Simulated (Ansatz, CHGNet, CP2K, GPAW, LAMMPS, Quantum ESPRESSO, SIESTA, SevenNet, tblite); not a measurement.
# SIESTA runs on liquid Si0.5Ge0.5 at 2500 K (104 atoms), part 2 of 2

Wanted: SIESTA inputs and outputs for liquid Si0.5Ge0.5 at 2500 K (104 atoms), checked against a plane-wave reference.

Program: SIESTA 5.4.2; the method stands at each step. Banners, paths, timers and routine set-up lines are dropped from the logs unmarked, and long logs keep their key lines alone; longer cuts are marked. The potentials were converted by us to PSML.

So far. Step 2 (PBE, DZP, shift 0.01 Ry, mesh 300 Ry): Forces lie 16 % from the reference's, at 2.7 times its CPU time (on 2 against 8 cores). Step 3 (PBE, SZ, shift 0.01 Ry, mesh 300 Ry): Against the first run (16 %), the force difference from the reference is 73 %, at 0.22 times the CPU time (on 1 against 2 cores), with 676 basis functions against 1612: the smaller basis costs accuracy.

## Step 4: PBE, DZ, shift 0.01 Ry, mesh 300 Ry

Method: Kohn-Sham DFT, PBE, PseudoDojo 0.4.1 norm-conserving pseudopotentials (converted to PSML), numerical atomic orbitals (DZ), diagonalisation.

input.fdf

```
SystemLabel cell
NumberOfAtoms 104
NumberOfSpecies 2
%block ChemicalSpeciesLabel
  1 14 Si
  2 32 Ge
%endblock ChemicalSpeciesLabel
LatticeConstant 1.0 Ang
%block LatticeVectors
  13.17580 0.00000 0.00000
  0.00000 13.17580 0.00000
  0.00000 0.00000 13.17580
%endblock LatticeVectors
PAO.BasisSize DZ
PAO.EnergyShift 0.01 Ry
XC.Functional GGA
XC.Authors PBE
MeshCutoff 300 Ry
%block kgrid_Monkhorst_Pack
  1 0 0 0.0
  0 1 0 0.0
  0 0 1 0.0
%endblock kgrid_Monkhorst_Pack
SolutionMethod diagon
OccupationFunction FD
ElectronicTemperature 580 K
SCF.Mixer.Method Pulay
SCF.Mixer.Weight 0.05
SCF.Mixer.History 8
SCF.Mix Hamiltonian
MaxSCFIterations 300
SCF.DM.Tolerance 1e-04
SCF.H.Tolerance 1.0e-3 eV
WriteForces T
Write.HirshfeldPop T
Write.VoronoiPop T
Write.DM F
Write.H F
XML.Write F
AtomicCoordinatesFormat Fractional
%block AtomicCoordinatesAndAtomicSpecies
[... 104 atom lines left out: the same atoms as in the first run ...]
%endblock AtomicCoordinatesAndAtomicSpecies
```

Run with:

```sh
$ OMP_NUM_THREADS=1 siesta < input.fdf > output.txt
```

Output:

```text
Version         : 5.4.2
reinit: System Name:
reinit: System Label: cell
initatom: Reading input for the pseudopotentials and atomic orbitals ----------
Species number:   1 Atomic number:   14 Label: Si
Species number:   2 Atomic number:   32 Label: Ge
Ground state valence configuration (from tables):   3s02  3p02  3d00  4f00
Ground state valence configuration (from tables):   4s02  4p02  4d00  4f00
---- Processing specs for species: Si
GGA--PBE XC_GGA_X_PBE--XC_GGA_C_PBE pb
---- Processing specs for species: Ge
GGA--PBE XC_GGA_X_PBE--XC_GGA_C_PBE pb
[... lines left out ...]
stepf: Fermi-Dirac step function
        iscf     Eharris(eV)        E_KS(eV)     FreeEng(eV)     dDmax    Ef(eV) dHmax(eV)
[... lines left out ...]
SCF Convergence by DM+H criterion
[... lines left out ...]
SCF cycle converged after 21 iterations
[... lines left out ...]
   Max    4.693783
[... lines left out ...]
   Max    4.693783    constrained
Stress tensor Voigt[x,y,z,yz,xz,xy] (kbar):      -57.57      -55.41      -55.55       12.19        1.29        2.40
[... lines left out ...]
siesta: FreeEng =   -132198.418648
[... lines left out ...]
siesta:       Ion-ion =  -50544.016999
siesta:         Total = -132198.086489
siesta:         Fermi =      -3.858956
siesta: Stress tensor (static) (eV/Ang**3):
siesta:    -0.035932    0.001500    0.000807
siesta:     0.001500   -0.034586    0.007609
siesta:     0.000807    0.007609   -0.034674
siesta: Cell volume =       2287.341353 Ang**3
siesta: Pressure (static):
siesta:                Solid            Molecule  Units
siesta:           0.00038190          0.00047650  Ry/Bohr**3
siesta:           0.03506398          0.04375014  eV/Ang**3
siesta:          56.17869721         70.09545214  kBar
    Orbital volume contribution        =          54.376857 eV
    (Free)E + p_basis*V_orbitals       =     -132144.041791 eV
    (Free)Eharris+ p_basis*V_orbitals  =     -132144.041790 eV
Hirshfeld Atomic Populations:
Atom #   charge [q] valence [e]  Species
     1    -0.058367    4.058367  Si
     2    -0.013817    4.013817  Si
     3    -0.008192    4.008192  Si
[...]
53     0.035204   13.964796  Ge
    54     0.064166   13.935834  Ge
    55     0.019286   13.980714  Ge
[...]
--------------------
 Total    -0.000010
Voronoi Atomic Populations:
Atom #   charge [q] valence [e]  Species
[...]
51    -0.020064    4.020064  Si
    52    -0.038531    4.038531  Si
[...]
103    -0.001175   14.001175  Ge
   104    -0.002892   14.002892  Ge
--------------------
 Total    -0.000009
```

Wall time 3.7 min (1 thread of Arm Neoverse V2, shared host); peak memory 1.2 GiB.

Compared with the plane-wave run:

```yaml
r_m_s_force_component: 1.212 eV/Å
r_m_s_difference_of_force_components: 311.2 meV/Å
longest_difference_of_force_vectors: 1070 meV/Å
force_difference_over_r_m_s_force: 31.62 %
slope_of_forces_against_the_reference_s: 1.208
correlation_of_force_components: 0.9811
pressure: 5.618 GPa
pressure_difference: 4.381 GPa
```

This is a coarse setting, run to see what it loses.

Against the first run (16 %), the force difference from the reference is 32 %, at 0.36 times the CPU time (on 1 against 2 cores), with 1092 basis functions against 1612: the smaller basis costs accuracy.

## Step 5: Side by side

Differences are against the plane-wave reference, forces as r.m.s. over components; share is that over the reference's r.m.s. force, slope the least-squares factor from reference forces to these. Total energies of different programs have different zeros and aren't compared.

| run | Δ force, r.m.s. (meV/Å) | share (%) | slope | Δ pressure (GPa) | cores | CPU time | memory (GiB) |
| --- | --- | --- | --- | --- | --- | --- | --- |
| reference | - | - | - | - | 8 | 3.8 min | 3.5 |
| SIESTA PBE, DZP, shift 0.01 Ry, mesh 300 Ry | 162 | 16.5 | 1.100 | 1.28 | 2 | 10 min | 2.4 |
| SIESTA PBE, SZ, shift 0.01 Ry, mesh 300 Ry (coarse) | 721 | 73.3 | 1.593 | 10.00 | 1 | 2.3 min | 1 |
| SIESTA PBE, DZ, shift 0.01 Ry, mesh 300 Ry (coarse) | 311 | 31.6 | 1.208 | 4.38 | 1 | 3.7 min | 1.2 |

Rows marked coarse were listed beforehand as settings not expected to be converged; some can still land near the reference.

CPU time is summed over cores on a shared host, where runs went side by side, so it is rough. Symmetry, cutoffs, thresholds, outputs and thread counts weren't matched or tuned between programs; memory under MPI is the largest rank's times the ranks.

## Step 6: Summary of results

```json
{
  "nearest in forces": "SIESTA PBE, DZP, shift 0.01 Ry, mesh 300 Ry, 16 %",
  "its CPU time": "10 min"
}
```

**Reading.** The PBE run in local orbitals, coarse settings apart, differs by 16 % (SIESTA PBE, DZP, shift 0.01 Ry, mesh 300 Ry); basis, grid and potentials can all enter. Runs with settings chosen to be coarse differ by 32 % (SIESTA PBE, DZ, shift 0.01 Ry, mesh 300 Ry) to 73 % (SIESTA PBE, SZ, shift 0.01 Ry, mesh 300 Ry), their programs' other errors included. None of the electronic-structure runs in the table takes under half the reference's CPU time of 3.8 min; they take 0.61 to 2.7 times as much. SIESTA PBE, SZ, shift 0.01 Ry, mesh 300 Ry stiffens the forces by a factor of 1.59 while following their directions (correlation 0.965); the slopes of the 3 SIESTA runs lie between 1.10 and 1.59. In pressure, SIESTA PBE, SZ, shift 0.01 Ry, mesh 300 Ry misses by +10.0 GPa, at the same functional. The frame stands for 2500 K, but pressures are static and levels are smeared at 580 K, under the temperature of the frame, which matters where levels are partly filled. The network of bonds at the start is that of the classical potential that made the cell, and needn't be the one that DFT or experiment would give. The electronic-structure runs sample only Γ, in a cell whose shortest periodic width is 13 Å, which is coarse for a cell with partly filled levels.

[Also dropped from logs without a mark: logging warnings of Python, and SIESTA's first energy breakdown and zero terms.]

[Logs are printed without paths, hosts, clocks, repeated set-up lines and the standing remarks that a program may print on its own settings, such as how far it seeks lower states.]

[Hosts, paths, dates, database ids (printed as entryN), source tags and the programs' standing remarks are cut or masked in the printed files.]
